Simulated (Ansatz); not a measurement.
# Electron scattering at the Σ11 (113) boundary in fcc Al, part 2 of 3

How much does the Σ11 (113) boundary in fcc Al reflect electrons?

Ansatz 0.2.0; Ansatz plane-wave DFT, PBE, PAW files; relaxation of a bicrystal slab with its lowest layers held; PAW set soft_1 (the session's first sound run).

So far. Step 2 (Relaxing the bicrystal): The largest force component on a free atom ends at 0.015 eV/Å, under the tolerance of 0.03, after 4 steps.

### 3. Transmission across the boundary

Bulk layers of each grain are laid under and over the relaxed boundary, and a lead is named in the middle of each, away from the free faces. The mesh across the current, 22×22, is finer than the density's, because channels open and close sharply across the zone. Energies from -0.1 to 0.1 eV in steps of 0.05 eV are too few for the program's thermal sum, so it prints no conductance; for a metal the transmission near the Fermi level serves, at a fraction of the cost.

This step: Ansatz plane-wave DFT, PBE, PAW files; ballistic transport by layer matching (Landauer), zero bias; boundary relaxed in a short slab, bulk layers laid on; PAW set soft_1 (Ansatz 0.2.0).

System of this step: Σ11 (113) boundary in fcc Al. The cell holds 36 atoms: 36 Al. Its edges and angles: a = 2.862 Å, b = 4.958 Å, c = 50.770 Å, α = 90.0°, β = 90.0°, γ = 73.2°. It derives from Al. Regions: lower grain, 14 atoms (14 Al); boundary, 10 atoms (10 Al); upper grain, 12 atoms (12 Al). Vacuum lies along c.

Contents of input.yaml:

```yaml
crystal:
  lattice:
    - [2.862347037, 0.0, 0.0]
    - [1.4311735185, 4.7466655708, 0.0]
    - [0.0, 0.0, 50.7697397992]
  atoms:
    - { symbol: Al, position: [4.9090909092, -9.8181818184, 0.0787870888] }
    - { symbol: Al, position: [4.6363636365, -9.272727273, 0.1028271742] }
    - { symbol: Al, position: [4.3636363637, -8.7272727275, 0.1268672595] }
    - { symbol: Al, position: [4.090909091, -8.181818182, 0.1509073449] }
    - { symbol: Al, position: [3.8181818183, -7.6363636366, 0.1749474302] }
    - { symbol: Al, position: [3.5454545455, -7.0909090911, 0.1989875155] }
    - { symbol: Al, position: [3.2727272728, -6.5454545456, 0.2230276009] }
    - { symbol: Al, position: [3.0000000001, -6.0000000002, 0.2470676862] }
    - { symbol: Al, position: [2.7272727273, -5.4545454547, 0.2711077716] }
    - { symbol: Al, position: [2.4545454546, -4.9090909092, 0.2951478569] }
    - { symbol: Al, position: [2.1818181819, -4.3636363638, 0.3191879422] }
    - { symbol: Al, position: [1.9090909091, -3.8181818183, 0.3432280276] }
    - { symbol: Al, position: [1.6363636364, -3.2727272728, 0.3672681129] }
    - { symbol: Al, position: [1.3636363637, -2.7272727274, 0.3913081983] }
    - { symbol: Al, position: [0.0909090909, 0.8181818181, 0.4153482836] }
    - { symbol: Al, position: [0.8202772021, 0.3594455957, 0.4388316052] }
    - { symbol: Al, position: [0.5472960005, 0.9054079991, 0.4635141622] }
    - { symbol: Al, position: [0.2745308116, 0.4509383767, 0.4855747489] }
    - { symbol: Al, position: [0.0033907262, -0.0067814524, 0.5125271663] }
    - { symbol: Al, position: [0.2728995556, 0.4542008887, 0.5383149074] }
    - { symbol: Al, position: [0.5448457088, 0.9103085823, 0.5613174798] }
    - { symbol: Al, position: [0.8177489787, 0.3645020427, 0.5854250665] }
    - { symbol: Al, position: [0.0914208425, 0.8171583149, 0.6094102896] }
    - { symbol: Al, position: [0.3641130129, 0.2717739742, 0.6327318871] }
    - { symbol: Al, position: [1.6368402856, -3.2736805713, 0.6567719724] }
    - { symbol: Al, position: [1.9095675584, -3.8191351167, 0.6808120578] }
    - { symbol: Al, position: [2.1822948311, -4.3645896622, 0.7048521431] }
    - { symbol: Al, position: [2.4550221038, -4.9100442077, 0.7288922284] }
    - { symbol: Al, position: [2.7277493766, -5.4554987531, 0.7529323138] }
    - { symbol: Al, position: [3.0004766493, -6.0009532986, 0.7769723991] }
    - { symbol: Al, position: [3.273203922, -6.546407844, 0.8010124845] }
    - { symbol: Al, position: [3.5459311948, -7.0918623895, 0.8250525698] }
    - { symbol: Al, position: [3.8186584675, -7.637316935, 0.8490926551] }
    - { symbol: Al, position: [4.0913857402, -8.1827714804, 0.8731327405] }
    - { symbol: Al, position: [4.364113013, -8.7282260259, 0.8971728258] }
    - { symbol: Al, position: [4.6368402857, -9.2736805714, 0.9212129112] }
kpoints:
  mp_grid: { grid: [9, 9, 1] }
hamiltonian:
  xc: pbe
  pseudopotentials: { kind: paw, azcp: { folder: soft_1 } }
scf:
  occupations: { method: fermi_dirac, width: 0.1 }
output:
  transmission:
    leads: [[8, 9], [28, 29]]
    kmesh: [22, 22]
    e_range: [-0.1, 0.1]
    de: 0.05
  write_potential: true
  write_density: true
  volumetric_format: npy
  elf: true
```

The run is started by

```sh
$ ansatz run input.yaml --threads 4 --pin off --max-ram 15360MiB --backend cpu --events-out ev --progress --plain --runs-dir out
```

Numbers of over 12 decimals in the logs are rounded to 6 here.

The log of the run:

```text
[...]
Crystal: 36 atoms, lattice volume = 689.788 Å³
Basis set: ecut = 420 eV, 13563 PW (Γ)
Bands: 90, of which v1, the nominal top of the filled ones, is band 54 counted from 1 (53 counted from 0)
Symmetry: 2 space group operations
[...]
k-points: 25 of 81 (time reversal used)
[...]
SCF iter   1: F=—  HF=-19350.848122 eV  |F-HF|=—  |Δ(HF+E_count)|=         —  Δρ=2.26e-2  dr2=6.88e1  ethr=3.10e-3  ⟨swp⟩=8.6  Hψ=13059  notcnv=0  defer=82
[...]
SCF iter   8: F=-19348.370398 eV  HF=-19348.370398 eV  |F-HF|=7.10e-8  |Δ(HF+E_count)|=   1.27e-8  Δρ=1.07e-6  dr2=8.51e-8  ethr=9.26e-11  ⟨swp⟩=32.2  Hψ=12132  notcnv=0
SCF 1 converged in 8 iterations: F = -19348.370398 eV  dr2 = 8.51e-8
[...]
transmission: 524 of 5187 steps passed
transmission: 1038 of 5187 steps passed
[...]
transmission: 5187 of 5187 steps passed
WARN: The output density's exchange-correlation potential varies sharply where the density is thin. Do not read a vacuum level from v_tot or v_xc, or from such a field of the output density. On a cell that repeats whose density bears no net charge and no dipole along the vacuum's axis use v_es (v_loc + v_h of the components); under efield.dipole_correction with no amplitude use v_es + v_field, which holds any externa [...]
SCF converged after 8 iterations
Free energy (F): -19348.370398 eV
[...]
Internal energy: -19347.843243 eV  (E = F + TS)
E sigma→0 (E₀):  -19348.106821 eV
Entropy (-TS):   -0.527155 eV (-14.643 meV/atom)
Fermi energy:    6.260926 eV
[...]
--- Band table (eV; the first three rows and the last of 25) ---
  k-point 0: bands = [... 50 lower, 4.9617, 5.1593, 5.4219, 5.4664, 5.6548, 6.0767, 6.2975, 6.3694, ... 32 higher]
  k-point 1: bands = [... 50 lower, 5.1821, 5.4271, 5.4934, 5.5771, 5.9754, 6.2653, 6.4699, 6.5106, ... 32 higher]
  k-point 2: bands = [... 50 lower, 5.7900, 5.8800, 6.1047, 6.2704, 6.4509, 6.5347, 6.7860, 7.0565, ... 32 higher]
  k-point 24: bands = [... 50 lower, 5.6175, 5.6865, 5.8656, 6.1475, 6.2122, 6.3062, 6.4675, 6.5109, ... 32 higher]
--- Transmission ---
  basis      : 119 plane waves across, 39 finite elements along
  points     : 133, standing for a mesh of 22 x 22
  energies   : 5 from -0.100000 to 0.100000 eV about the Fermi level, 0.050000 eV apart; the leads are filled to 0.000000 eV, and channels, transmission and decay are at 0.000000 eV
  crystal 0  : Al2, at the sites [8, 9], period 2.4410 Å, over 18.31 Å; its Hamiltonian steps by up to 10.3 meV
    offset         : up to 0.0000 Å between an atom of the period and one for which it stands
    channels       : 2.642562e0 a spin
    conductance    : none, the energies end too early or step too widely for 300 K: set another output.transmission.e_range or a lower de, or, where they end at an eighth of basis.ecutwfc, a higher one
[...]
channels       : 2.642562e0 a spin
[...]
junction   : crystal 0 to crystal 1, 14.37 to 38.84 Å
    transmission   : 1.891191e0 a spin
[...]
```

The job ended after 3 min (4 threads of Arm Neoverse V2, shared host; peak memory 2.6 GiB).

The column dr2 measures how far the density is from self-consistency, as an energy; F and HF (Harris–Foulkes) agree once it is small.

This step gave:

| Property | Result |
| --- | --- |
| free energy | -19348.3704 eV |
| energy at zero smearing | -19348.1068 eV |
| Fermi energy | 6.261 eV |
| cell area | 13.59 Å² |
| transmission per spin nearest the Fermi level | 1.891 |
| open channels per spin nearest the Fermi level | 2.643 |
| open channels per spin, upper lead | 2.643 |
| step of the lead's potential | 10.3 meV |
| step of the upper lead's potential | 11.9 meV |

Per spin. Transmission, zone mean against energy, zero at the Fermi level:

```csv
energy (eV),"transmission, zone mean"
-0.1000,1.79
-0.0500,1.84
0.0000,1.89
0.0500,1.93
0.1000,1.95
```

Per spin. Open channels, zone mean against energy, zero at the Fermi level:

```csv
energy (eV),lead,upper lead
-0.1000,2.54,2.53
-0.0500,2.63,2.63
0.0000,2.64,2.64
0.0500,2.68,2.68
0.1000,2.69,2.70
```

Transmission over k1 and k2. At 0.0000 eV from the Fermi level.

Values, 12 rows by 16 columns, each cell a mean:
```
2.89 2.37 1.13 1.50 2.48 2.01 1.96 1.96 1.96 1.96 1.95 2.09 1.47 1.08 2.27 2.26
2.44 1.78 1.00 1.52 2.50 2.01 1.96 1.96 2.18 2.22 2.50 2.37 1.27 1.25 2.61 3.24
3.17 1.79 0.99 1.47 2.41 2.02 2.13 2.40 2.30 2.03 1.63 1.24 0.83 2.03 2.54 2.85
2.89 1.94 1.05 1.08 1.94 2.40 2.09 2.09 1.94 1.97 1.68 0.97 0.99 1.93 2.82 3.25
2.36 2.87 1.50 0.95 1.49 1.67 1.89 1.65 1.28 1.00 0.94 0.94 1.13 2.20 2.36 2.95
3.30 2.82 2.27 0.87 0.88 1.02 1.15 0.99 0.98 0.97 0.94 0.96 0.77 1.62 2.90 2.28
2.77 2.60 2.93 1.66 0.90 0.93 0.95 0.98 1.01 1.29 1.77 1.11 0.99 1.07 2.21 3.05
2.60 2.66 2.29 1.71 1.15 0.99 1.30 1.47 2.05 1.94 1.84 2.40 1.41 0.98 1.43 2.64
3.33 3.25 2.66 1.63 0.88 1.12 1.85 2.14 1.94 2.34 2.34 2.18 2.15 1.07 1.01 2.26
3.06 2.51 2.58 1.08 1.29 2.18 2.19 2.39 2.40 2.04 1.95 2.15 2.46 1.11 1.00 2.25
2.20 2.89 2.14 0.97 1.79 2.17 2.06 1.96 1.96 1.96 1.96 2.16 2.48 1.11 1.08 2.45
3.32 2.77 1.48 1.20 2.14 1.99 1.96 1.96 1.97 1.96 1.96 2.15 2.34 1.09 1.72 2.94
```
Columns: k1 (b1) from -0.5 to 0.455; rows upwards: k2 (b2) from -0.5 to 0.455.

Open channels over k1 and k2. At 0.0000 eV from the Fermi level.

Values, 12 rows by 16 columns, each cell a mean:
```
3.67 3.50 2.20 2.36 3.00 2.09 2.00 2.00 2.00 2.00 2.00 2.36 2.36 2.08 3.16 3.27
3.44 2.74 2.00 2.36 3.00 2.09 2.00 2.00 2.36 2.36 2.81 2.94 2.36 2.35 3.79 3.83
3.73 2.45 2.00 2.36 3.00 2.14 2.27 2.67 2.80 2.70 2.43 2.18 2.07 3.65 4.09 4.07
3.79 2.98 2.07 2.10 2.74 2.77 2.65 2.85 2.75 2.82 2.60 1.82 2.05 3.74 3.99 4.37
3.34 4.00 2.43 2.00 2.58 2.46 2.76 2.51 2.17 1.61 1.07 1.03 1.90 3.95 3.88 3.69
3.85 3.75 3.49 2.00 2.00 1.98 1.70 1.45 1.00 1.00 1.05 1.71 2.00 3.02 4.00 3.27
3.52 3.50 4.25 3.27 1.71 1.05 1.00 1.33 1.60 2.25 2.81 2.17 2.17 2.10 3.21 4.00
3.54 3.85 3.75 3.47 1.79 1.43 1.98 2.34 2.91 2.76 2.53 2.94 2.36 2.00 2.58 3.80
4.15 4.50 4.15 3.27 2.00 2.13 2.73 2.93 2.60 2.75 2.64 2.48 2.88 2.07 2.00 2.86
3.87 3.55 3.92 2.35 2.46 2.73 2.64 2.74 2.67 2.12 2.00 2.36 3.00 2.09 2.00 2.86
3.17 3.71 3.29 2.00 2.64 2.42 2.20 2.00 2.00 2.00 2.00 2.36 3.00 2.09 2.08 3.50
3.88 3.79 2.36 2.20 2.83 2.09 2.00 2.00 2.00 2.00 2.00 2.36 3.00 2.09 2.91 4.00
```
Columns: k1 (b1) from -0.5 to 0.455; rows upwards: k2 (b2) from -0.5 to 0.455.

Electrostatic potential energy in the ca plane at fractional y = 0.272, with atoms of Al within 0.2 Å of it. With pseudopotentials it is smooth inside the atoms' cores, unlike the true potential.

Ten even steps from '0' (-10 eV) to '9' (10 eV), each cell a mean:
```
40278888777777778888611411687777899999999999
20378887777777778888610302677667899999999999
01578766777887776678740004763113689999999999
46787534678888753467875457740230479999999999
77886412478988631157887778721892279999999999
67886422578888641257887678731781279999999999
24677645678888754567763246751010589999999999
00478777777777777788730003775335789999999999
```
Columns run along c (16.0 Å, from fractional 0.68 to 1.00 of the cell; values clipped at the 3rd and 97th percentile), rows up along a (2.9 Å). Atoms in or near the plane, at fractional coordinates: Al at (0.90, 0.36).

ELF in the ca plane at fractional y = 0.272, with atoms of Al within 0.2 Å of it. It is the smooth field of the valence electrons, not physical close to the nuclei.

Ten even steps from '0' (0.00) to '9' (0.69), each cell a mean:
```
13664457888888886445762027888999853100000000
14765457888888886545763138888999853100000000
57876668887667887666786468888789963100000000
88887778875446888788888778885225874200000000
88888878864335787788888777872242785200000000
88888878874335788788888777883122875200000000
78877778876556888777888778886337974200000000
36875567887777887656785358888899863100000000
```
Columns run along c (16.0 Å, from fractional 0.68 to 1.00 of the cell), rows up along a (2.9 Å). Atoms in or near the plane, at fractional coordinates: Al at (0.90, 0.36).

Valence density in the ca plane at fractional y = 0.272, with atoms of Al within 0.2 Å of it. It is the smooth field of the valence electrons, not physical close to the nuclei.

Ten even steps from '0' (0.00 e/Å³) to '9' (0.21 e/Å³), each cell a mean:
```
47976668999999987666886469989997532100000000
57986678999999987667896579999998532100000000
89987789998778999877899889999998642100000000
99988999987667999998999998998557742100000000
89899999986557899999999888896335752100000000
99999999986557899999999888897335752100000000
99988899987667999988899999999768742100000000
78987778998888998777898789999998632100000000
```
Columns run along c (16.0 Å, from fractional 0.68 to 1.00 of the cell), rows up along a (2.9 Å). Atoms in or near the plane, at fractional coordinates: Al at (0.90, 0.36).

Over the solved energies the transmission per spin lies between 1.79 and 1.95, out of 2.63 channels of the lead on average (up to 2.69).

### 4. Specific resistance

This step: Ansatz plane-wave DFT, PBE, PAW files; ballistic transport by layer matching (Landauer), zero bias; specific resistance of the boundary; PAW set soft_1 (Ansatz 0.2.0).

This step gave:

```
area resistance                      : 0.2667 fΩ m²
T over the leads' mean channel count : 0.7139
```

Averaged over the energies near the Fermi level, 71.4 % of the channels pass, which makes 0.267 fΩ m².

By hand, with T and the leads' channels N averaged over the energies near the Fermi level: RA = A (h/2e²)(1/T − ½[1/N₁ + 1/N₂]) = 13.59×10⁻²⁰ m² × 12 906 Ω × (1/1.881 − ½[1/2.634 + 1/2.634]) = 0.267 fΩ m².

(Continued in part 3 of 3.)

[Logs are printed without paths, hosts, clocks, repeated set-up lines and the standing remarks that a program may print on its own settings, such as how far it seeks lower states.]

[Hosts, paths, dates, database ids (printed as entryN), source tags and the programs' standing remarks are cut or masked in the printed files.]
